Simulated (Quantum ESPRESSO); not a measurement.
# CaTi (Pm-3m): phonons by linear response, part 2 of 3

How does CaTi (Pm-3m) vibrate, and is this structure a minimum?

Quantum ESPRESSO 7.5; DFT LDA, scalar-relativistic, plane waves, JTH PAW pseudopotentials.

So far. Step 2 (A first look): No gap opens on this mesh, so smearing is kept; the start stands at -5.7 GPa. Step 4 (Ground state): The cell stands at -0.001 GPa, close enough for phonons. The relaxed cell has a = 3.620 Å (conventional setting).

The structure was built from a prototype and need not be the compound's stable phase.

## (5) Linear response on the mesh

Linear response treats each wavevector in the unit cell, with no supercell; the 2×2×2 mesh fixes the range of the force constants to be had.

Contents of ph.in:

```
phonons
 &inputph
    prefix='x',
    outdir='./tmp',
    fildyn='x.dyn',
    tr2_ph=1.0d-18,
    alpha_mix(1)=0.4,
    nmix_ph=8,
    ldisp=.true.,
    nq1=2,
    nq2=2,
    nq3=2,
 /
```

On the command line:

```console
OMP_NUM_THREADS=1 mpirun -n 4 ph.x -nk 4 -in ph.in > ph.out
```

What it wrote:

```text
[banners, grids, parts of the stress and lines that vanish by symmetry left out]
[banner, memory and clock lines left out]
Program PHONON v.7.5

     ./tmp/x.save/

     file Ca.upf: wavefunction(s)  4S 3P 0P 3D 0D renormalized
     file Ti.upf: wavefunction(s)  4S 3P 0P 3D 0D renormalized

     IMPORTANT: XC functional enforced from input :
     Exchange-correlation= PW
                           (   1   4   0   0   0   0   0)
     Any further DFT definition will be discarded
     Please, verify this is what you really want

     G-vector sticks info

     Check: negative core charge=   -0.000063
     Reading collected, re-writing distributed wavefunctions in ./tmp/

     Dynamical matrices for ( 2, 2, 2)  uniform grid of q-points
     (   4 q-points):
       N         xq(1)         xq(2)         xq(3)
       1   0.000000000   0.000000000   0.000000000
       2   0.000000000   0.000000000  -0.500000000
       3   0.000000000  -0.500000000  -0.500000000
       4  -0.500000000  -0.500000000  -0.500000000

     Number and degeneracy of irreps per q-point
       N         xq(1)         xq(2)         xq(3)   N irreps
       1   0.000000000   0.000000000   0.000000000       2
        3   3
       2   0.000000000   0.000000000  -0.500000000       4
        1   2   1   2
       3   0.000000000  -0.500000000  -0.500000000       4
        1   1   2   2
       4  -0.500000000  -0.500000000  -0.500000000       2
        3   3

     Calculation of q =    0.0000000   0.0000000   0.0000000

     phonons

     bravais-lattice index     =            1
     lattice parameter (alat)  =       6.8399  a.u.
     unit-cell volume          =     320.0022 (a.u.)^3
     number of atoms/cell      =            2
     number of atomic types    =            2
     kinetic-energy cut-off    =      40.0000  Ry
     charge density cut-off    =     200.0000  Ry
     convergence threshold     =      1.0E-18
     beta                      =       0.4000
     number of iterations used =            8
     Exchange-correlation= PW
                           (   1   4   0   0   0   0   0)

     celldm(1)=    6.83992  celldm(2)=    0.00000  celldm(3)=    0.00000
     celldm(4)=    0.00000  celldm(5)=    0.00000  celldm(6)=    0.00000

     crystal axes: (cart. coord. in units of alat)
               a(1) = (  1.0000  0.0000  0.0000 )
               a(2) = (  0.0000  1.0000  0.0000 )
               a(3) = (  0.0000  0.0000  1.0000 )

     reciprocal axes: (cart. coord. in units 2 pi/alat)
               b(1) = (  1.0000  0.0000  0.0000 )
               b(2) = (  0.0000  1.0000  0.0000 )
               b(3) = (  0.0000  0.0000  1.0000 )

     Atoms inside the unit cell:

     Cartesian axes

     site n.  atom      mass           positions (alat units)
        1  Ca     40.0780   tau(    1) = (    0.00000    0.00000    0.00000  )
        2  Ti     47.8670   tau(    2) = (    0.50000    0.50000    0.50000  )

     Computing dynamical matrix for
                    q = (   0.0000000   0.0000000   0.0000000 )

     49 Sym.Ops. (with q -> -q+G )

     G cutoff =  237.0130  (  15419 G-vectors)     FFT grid: ( 32, 32, 32)
     G cutoff =  189.6104  (  11019 G-vectors)  smooth grid: ( 27, 27, 27)

     number of k points=    35  Marzari-Vanderbilt smearing, width (Ry)=  0.0200

     PseudoPot. # 1 for Ca read from file:
     ./pseudo/Ca.upf
     Pseudo is Projector augmented-wave + core cor, Zval = 10.0
     Shape of augmentation charge: SINC**2
     Using radial grid of 1017 points,  6 beta functions with:
                l(1) =   0
                l(2) =   0
                l(3) =   1
                l(4) =   1
                l(5) =   2
                l(6) =   2
     Q(r) pseudized with 0 coefficients

     PseudoPot. # 2 for Ti read from file:
     ./pseudo/Ti.upf
     Pseudo is Projector augmented-wave + core cor, Zval = 12.0
     Shape of augmentation charge: BESSEL
     Using radial grid of 1024 points,  6 beta functions with:
                l(1) =   0
                l(2) =   0
                l(3) =   1
                l(4) =   1
                l(5) =   2
                l(6) =   2
     Q(r) pseudized with 0 coefficients

     Mode symmetry, O_h (m-3m)  point group:

     Atomic displacements:
     There are    2 irreducible representations

     Representation     1      3 modes -  To be done

     Representation     2      3 modes -  To be done

     Alpha used in Ewald sum =   1.9000

     Representation #   1 modes #   1   2   3

     Self-consistent Calculation
      iter #   1   av.it.:   7.6
      thresh= 1.000E-02 alpha_mix =  0.400 |ddv_scf|^2 =  5.251E-06
      iter #   2   av.it.:  12.3
      thresh= 2.292E-04 alpha_mix =  0.400 |ddv_scf|^2 =  1.689E-07
      iter #   3   av.it.:  12.8
      thresh= 4.110E-05 alpha_mix =  0.400 |ddv_scf|^2 =  1.030E-08
      iter #   4   av.it.:  13.4
      thresh= 1.015E-05 alpha_mix =  0.400 |ddv_scf|^2 =  2.410E-10
      iter #   5   av.it.:  14.7
      thresh= 1.552E-06 alpha_mix =  0.400 |ddv_scf|^2 =  6.498E-12
      iter #   6   av.it.:  14.4
      thresh= 2.549E-07 alpha_mix =  0.400 |ddv_scf|^2 =  6.485E-13
      iter #   7   av.it.:  13.8
      thresh= 8.053E-08 alpha_mix =  0.400 |ddv_scf|^2 =  5.115E-14
      iter #   8   av.it.:  15.2
      thresh= 2.262E-08 alpha_mix =  0.400 |ddv_scf|^2 =  5.081E-16
      iter #   9   av.it.:  14.7
      thresh= 2.254E-09 alpha_mix =  0.400 |ddv_scf|^2 =  3.941E-18
      iter #  10   av.it.:  15.1
      thresh= 1.985E-10 alpha_mix =  0.400 |ddv_scf|^2 =  1.202E-19

     End of self-consistent calculation

     Convergence has been achieved

     Representation #   2 modes #   4   5   6

     Self-consistent Calculation
      iter #   1   av.it.:   7.1
      thresh= 1.000E-02 alpha_mix =  0.400 |ddv_scf|^2 =  3.327E-06
      iter #   2   av.it.:  12.2
      thresh= 1.824E-04 alpha_mix =  0.400 |ddv_scf|^2 =  6.420E-08
      iter #   3   av.it.:  12.8
      thresh= 2.534E-05 alpha_mix =  0.400 |ddv_scf|^2 =  3.634E-09
      iter #   4   av.it.:  13.7
      thresh= 6.028E-06 alpha_mix =  0.400 |ddv_scf|^2 =  7.692E-11
[...]
End of self-consistent calculation

     Convergence has been achieved

     Number of q in the star =    1
     List of q in the star:
          1   0.000000000   0.000000000   0.000000000

     Diagonalizing the dynamical matrix

     q = (    0.000000000   0.000000000   0.000000000 )

 **************************************************************************
     freq (    1) =       0.045289 [THz] =       1.510689 [cm-1]
     freq (    2) =       0.045289 [THz] =       1.510689 [cm-1]
     freq (    3) =       0.045289 [THz] =       1.510689 [cm-1]
     freq (    4) =       6.290197 [THz] =     209.818389 [cm-1]
     freq (    5) =       6.290197 [THz] =     209.818389 [cm-1]
     freq (    6) =       6.290197 [THz] =     209.818389 [cm-1]
 **************************************************************************

     Mode symmetry, O_h (m-3m)  point group:

     freq (   1-   3) =          1.5  [cm-1]   --> T_1u G_15  G_4- I
     freq (   4-   6) =        209.8  [cm-1]   --> T_1u G_15  G_4- I

     Calculation of q =    0.0000000   0.0000000  -0.5000000
     [... set-up and bands at k+q left out ...]

     Mode symmetry, D_4h(4/mmm) point group:

     Atomic displacements:
     There are    4 irreducible representations

     Representation     1      1 modes -  To be done

     Representation     2      2 modes -  To be done

     Representation     3      1 modes -  To be done

     Representation     4      2 modes -  To be done

     Message from routine init_vloc:
     Interpolation table for Vloc re-allocated

     Alpha used in Ewald sum =   1.9000

     Representation #   1 mode #   1

     Self-consistent Calculation

[...]
End of self-consistent calculation

     Convergence has been achieved

     Representation #   2 modes #   2   3

     Self-consistent Calculation

[...]
End of self-consistent calculation

     Convergence has been achieved

     Representation #   3 mode #   4

     Self-consistent Calculation

[...]
End of self-consistent calculation

     Convergence has been achieved

     Representation #   4 modes #   5   6

     Self-consistent Calculation

[...]
End of self-consistent calculation

     Convergence has been achieved

     Number of q in the star =    3
     List of q in the star:
          1   0.000000000   0.000000000  -0.500000000
          2   0.000000000  -0.500000000   0.000000000
          3  -0.500000000   0.000000000   0.000000000

     Diagonalizing the dynamical matrix

     q = (    0.000000000   0.000000000  -0.500000000 )

 **************************************************************************
     freq (    1) =      -2.493092 [THz] =     -83.160601 [cm-1]
     freq (    2) =       3.945232 [THz] =     131.598779 [cm-1]
     freq (    3) =       3.945232 [THz] =     131.598779 [cm-1]
     freq (    4) =       4.129703 [THz] =     137.752053 [cm-1]
     freq (    5) =       4.129703 [THz] =     137.752053 [cm-1]
     freq (    6) =       5.533198 [THz] =     184.567626 [cm-1]
 **************************************************************************

     Mode symmetry, D_4h(4/mmm) point group:

     freq (   1-   1) =        -83.2  [cm-1]   --> A_1g X_1  M_1
     freq (   2-   3) =        131.6  [cm-1]   --> E_u  X_5' M_5'
     freq (   4-   5) =        137.8  [cm-1]   --> E_g  X_5  M_5
     freq (   6-   6) =        184.6  [cm-1]   --> A_2u X_4' M_4'

     Calculation of q =    0.0000000  -0.5000000  -0.5000000
     [... set-up and bands at k+q left out ...]

     Mode symmetry, D_4h(4/mmm) point group:

     Atomic displacements:
     There are    4 irreducible representations

     Representation     1      1 modes -  To be done

     Representation     2      1 modes -  To be done

     Representation     3      2 modes -  To be done

     Representation     4      2 modes -  To be done

     Alpha used in Ewald sum =   1.9000

     Representation #   1 mode #   1

     Self-consistent Calculation

[...]
End of self-consistent calculation

     Convergence has been achieved

     Representation #   2 mode #   2

     Self-consistent Calculation

[...]
End of self-consistent calculation

     Convergence has been achieved

     Representation #   3 modes #   3   4

     Self-consistent Calculation

[...]
End of self-consistent calculation

     Convergence has been achieved

     Representation #   4 modes #   5   6

     Self-consistent Calculation

[...]
End of self-consistent calculation

     Convergence has been achieved

     Number of q in the star =    3
     List of q in the star:
          1   0.000000000  -0.500000000  -0.500000000
          2  -0.500000000  -0.500000000   0.000000000
          3  -0.500000000   0.000000000  -0.500000000

     Diagonalizing the dynamical matrix

     q = (    0.000000000  -0.500000000  -0.500000000 )

 **************************************************************************
     freq (    1) =      -3.536264 [THz] =    -117.957078 [cm-1]
     freq (    2) =      -3.536264 [THz] =    -117.957078 [cm-1]
     freq (    3) =       3.800194 [THz] =     126.760831 [cm-1]
     freq (    4) =       4.419585 [THz] =     147.421501 [cm-1]
     freq (    5) =       6.041407 [THz] =     201.519631 [cm-1]
     freq (    6) =       6.041407 [THz] =     201.519631 [cm-1]
 **************************************************************************

     Mode symmetry, D_4h(4/mmm) point group:

     freq (   1-   2) =       -118.0  [cm-1]   --> E_u  X_5' M_5'
     freq (   3-   3) =        126.8  [cm-1]   --> A_2u X_4' M_4'
     freq (   4-   4) =        147.4  [cm-1]   --> B_1u X_2' M_2'
     freq (   5-   6) =        201.5  [cm-1]   --> E_u  X_5' M_5'

     Calculation of q =   -0.5000000  -0.5000000  -0.5000000
     [... set-up and bands at k+q left out ...]

     Mode symmetry, O_h (m-3m)  point group:

     Atomic displacements:
     There are    2 irreducible representations

     Representation     1      3 modes -  To be done

     Representation     2      3 modes -  To be done

     Alpha used in Ewald sum =   1.9000

     Representation #   1 modes #   1   2   3

     Self-consistent Calculation

[...]
End of self-consistent calculation

     Convergence has been achieved

     Representation #   2 modes #   4   5   6

     Self-consistent Calculation

[...]
iter #   4   av.it.:  13.6
      thresh= 8.339E-06 alpha_mix =  0.400 |ddv_scf|^2 =  1.104E-10

      iter #   5   av.it.:  14.1
      thresh= 1.051E-06 alpha_mix =  0.400 |ddv_scf|^2 =  4.554E-12

      iter #   6   av.it.:  13.2
      thresh= 2.134E-07 alpha_mix =  0.400 |ddv_scf|^2 =  4.675E-13

      iter #   7   av.it.:  14.0
      thresh= 6.837E-08 alpha_mix =  0.400 |ddv_scf|^2 =  1.490E-14

      iter #   8   av.it.:  14.2
      thresh= 1.221E-08 alpha_mix =  0.400 |ddv_scf|^2 =  3.235E-17

      iter #   9   av.it.:  13.6
      thresh= 5.688E-10 alpha_mix =  0.400 |ddv_scf|^2 =  9.571E-18

      iter #  10   av.it.:  13.3
      thresh= 3.094E-10 alpha_mix =  0.400 |ddv_scf|^2 =  1.038E-20

     End of self-consistent calculation

     Convergence has been achieved

     Number of q in the star =    1
     List of q in the star:
          1  -0.500000000  -0.500000000  -0.500000000

     Diagonalizing the dynamical matrix

     q = (   -0.500000000  -0.500000000  -0.500000000 )

 **************************************************************************
     freq (    1) =       1.827969 [THz] =      60.974472 [cm-1]
     freq (    2) =       1.827969 [THz] =      60.974472 [cm-1]
     freq (    3) =       1.827969 [THz] =      60.974472 [cm-1]
     freq (    4) =       5.369670 [THz] =     179.112907 [cm-1]
     freq (    5) =       5.369670 [THz] =     179.112907 [cm-1]
     freq (    6) =       5.369670 [THz] =     179.112907 [cm-1]
 **************************************************************************

     Mode symmetry, O_h (m-3m)  point group:

     freq (   1-   3) =         61.0  [cm-1]   --> T_2g G_25' G_5+
     freq (   4-   6) =        179.1  [cm-1]   --> T_1u G_15  G_4-


[key lines of the parts left out:]
the Fermi energy is     9.3346 ev
```

The job ended after 6.8 min (4 MPI ranks of Arm Neoverse V2, shared host).

This step gave:

- largest acoustic frequency at the zone centre before the sum rule: 1.51 cm⁻¹
- highest optical zone-centre mode (no LO-TO term): 209.8 cm⁻¹
- lowest optical zone-centre mode: 209.8 cm⁻¹
- lowest mode on the q mesh (acoustic ones at the zone centre apart): -118.0 cm⁻¹

Frequencies (cm⁻¹) at each irreducible wavevector; negative means imaginary. Frequencies by wavevector:

```csv
q (fractions),star,mode 1,mode 2,mode 3,mode 4,mode 5,mode 6
0 0 0,1,1.51,1.51,1.51,209.8,209.8,209.8
0 0 -0.5,3,-83.16,131.6,131.6,137.8,137.8,184.6
0 -0.5 -0.5,3,-118,-118,126.8,147.4,201.5,201.5
-0.5 -0.5 -0.5,1,60.97,60.97,60.97,179.1,179.1,179.1
```

The acoustic modes at Γ come out as far as 1.5 cm⁻¹ from zero, where they should vanish, a small numerical error.

## (6) Fourier transform to real space

The dynamical matrices of the mesh are Fourier-transformed to force constants in real space.

Contents of q2r.in:

```
 &input
    fildyn='x.dyn',
    zasr='simple',
    flfrc='x.fc',
 /
```

On the command line:

```console
q2r.x < q2r.in > q2r.out
```

What it wrote:

```text
[banners, grids, parts of the stress and lines that vanish by symmetry left out]
[banner, memory and clock lines left out]
Program Q2R v.7.5

  reading grid info from file x.dyn0

  reading force constants from file x.dyn1
  Dielectric Tensor not found
  nqs=            1
 q=   0.00000000  0.00000000  0.00000000
  reading force constants from file x.dyn2
  nqs=            3
 q=   0.00000000  0.00000000 -0.50000000
[...]
reading force constants from file x.dyn3
  nqs=            3
[...]
q=  -0.50000000  0.00000000 -0.50000000
  reading force constants from file x.dyn4
  nqs=            1
 q=  -0.50000000 -0.50000000 -0.50000000

      q-space grid ok, #points =    8

      fft-check success (sum of imaginary terms < 10^-12)
```

Wall time 0.45 s (1 thread).

## (7) Interpolated phonon bands

From the force constants any wavevector is cheap; points of the mesh come back as solved, but for the sum rule and, in polar crystals, the LO-TO term at Γ; the rest is interpolation.

Contents of matdyn.in:

```
 &input
    asr='simple',
    flfrc='x.fc',
    flfrq='x.freq',
    flvec='x.modes',
    q_in_band_form=.true.,
    q_in_cryst_coord=.true.,
 /
8
  0.0000000   0.0000000   0.0000000  12  ! GAMMA
  0.0000000   0.5000000   0.0000000  12  ! X
  0.5000000   0.5000000   0.0000000  12  ! M
  0.0000000   0.0000000   0.0000000  12  ! GAMMA
  0.5000000   0.5000000   0.5000000  12  ! R
  0.0000000   0.5000000   0.0000000   1  ! X
  0.5000000   0.5000000   0.5000000  12  ! R
  0.5000000   0.5000000   0.0000000   1  ! M
```

On the command line:

```console
matdyn.x -in matdyn.in > matdyn.out
```

What it wrote:

```text
[banner, memory and clock lines left out]
Program MATDYN v.7.5

 mass for atomic type   1 not given; uses mass from file x.fc
 mass for atomic type   2 not given; uses mass from file x.fc
     Message from routine matdyn:
     Z* not found in file x.fc, TO-LO splitting at q=0 will be absent!
     Message from routine matdyn:
     Z* not found in file x.fc, TO-LO splitting at q=0 will be absent!

Note: The following floating-point exceptions are signalling: IEEE_UNDERFLOW_FLAG
```

Wall time 0.45 s (1 thread).

This step gave:

- lowest frequency on the path: -118.0 cm⁻¹

Matdyn.x, sum rule simple. The phonon branches at the labelled points (cm⁻¹):

```csv
point,branch 1,branch 2,branch 3,branch 4,branch 5,branch 6
Γ,0,0,0,210,210,210
halfway,-37,68,68,189,189,192
X,-83,132,132,138,138,185
halfway,-108,22,129,143,174,198
M,-118,-118,127,147,202,202
halfway,-83,84,91,162,174,201
Γ,0,0,0,210,210,210
halfway,-22,-22,77,167,185,185
R,61,61,61,179,179,179
halfway,-97,49,101,155,175,199
X,-83,132,132,138,138,185
jump to R,61,61,61,179,179,179
halfway,-78,-78,113,155,193,193
M,-118,-118,127,147,202,202
```

The phonon branches as a text plot (rows in cm⁻¹):

```
    203 |***       *******************             ****       ***
    189 |   *******  *   **  ***    * *** ****  ***    *** ***
    176 |    *      *      *  *      *   *************    **
    162 |     *    *       ***        ***         **  *     **
    148 |      *  * *******                         ****      ***
    135 |       ******                                 ***    **
    121 |      * *    *****                           **        *
    107 |     *   *        **         **            **      **
     94 |                    *       *             *
     80 |    *               **         *        **   *    *
     66 |   *      *          **    *          **    *    *
     53 |                   *  *            *** *   *     *
     39 |  *                    *        ***     ***
     25 | *                     ** *        **  *          *
     12 |**                      *       *
     -2 |*                        *
    -16 |  *                     * **   *
    -29 |                       *    ***  **
    -43 |   **             *   *                 *
    -57 |           *         *                             *
    -70 |     *              *                    *
    -84 |      ***   *    *                        *    **   *
    -98 |         **     * **                       ****      *
   -111 |           *******                                    **
         Γ      X      M          Γ            R        X|R     M
```

Lowest modes at the softest wavevector of the mesh; phase exp(i q.(R + tau)). Modes at q = (0.000, 0.500, 0.500), with each element's share of the kinetic energy (negative means imaginary):

```csv
mode,frequency (cm⁻¹),Ca %,Ti %
1,-118.0,19,81
2,-118.0,19,81
3,126.8,100,0
4,147.4,0,100
5,201.5,81,19
6,201.5,81,19
```

Displacements in mode 2 (-118.0 cm⁻¹), the largest set to 1, in the home cell:
```
Ca1  0.00 -0.53  0.00
Ti2  0.00  0.00 -1.00
```

Displacements in mode 4 (147.4 cm⁻¹), the largest set to 1, in the home cell:
```
Ca1  0.00  0.00  0.00
Ti2 -1.00  0.00  0.00
```

Force constants by pair (phonopy on the run's constants); pairs near half the supercell's span include their periodic images. Pair force constants, by row:

```csv
atom,neighbour,distance (Å),third of the trace (eV/Å²),along the pair's line (eV/Å²)
Ca1,itself,0,3.71,–
Ca1,Ti,3.135,-0.4414,-1.301
Ca1,Ca,3.62,-0.1984,-0.9592
Ca1,Ca,5.119,0.1399,0.1089
Ca1,Ca,6.269,-0.0031,-0.0031
Ti2,itself,0,1.526,–
Ti2,Ca,3.135,-0.4414,-1.301
Ti2,Ti,3.62,0.4806,1.983
Ti2,Ti,5.119,0.189,0.1972
Ti2,Ti,6.269,-0.0033,-0.0033
```

Mode patterns, pair constants, displacements and means over the zone were worked out by phonopy from the force constants of q2r.x.

The path dips to 118i cm⁻¹.

[end of part 2 of 3]

[Host names and launcher messages were left out of these logs when they were recorded.]

[Logs are printed without paths, hosts, clocks, repeated set-up lines and the standing remarks that a program may print on its own settings, such as how far it seeks lower states.]

[Hosts, paths, dates, database ids (printed as entryN), source tags and the programs' standing remarks are cut or masked in the printed files.]
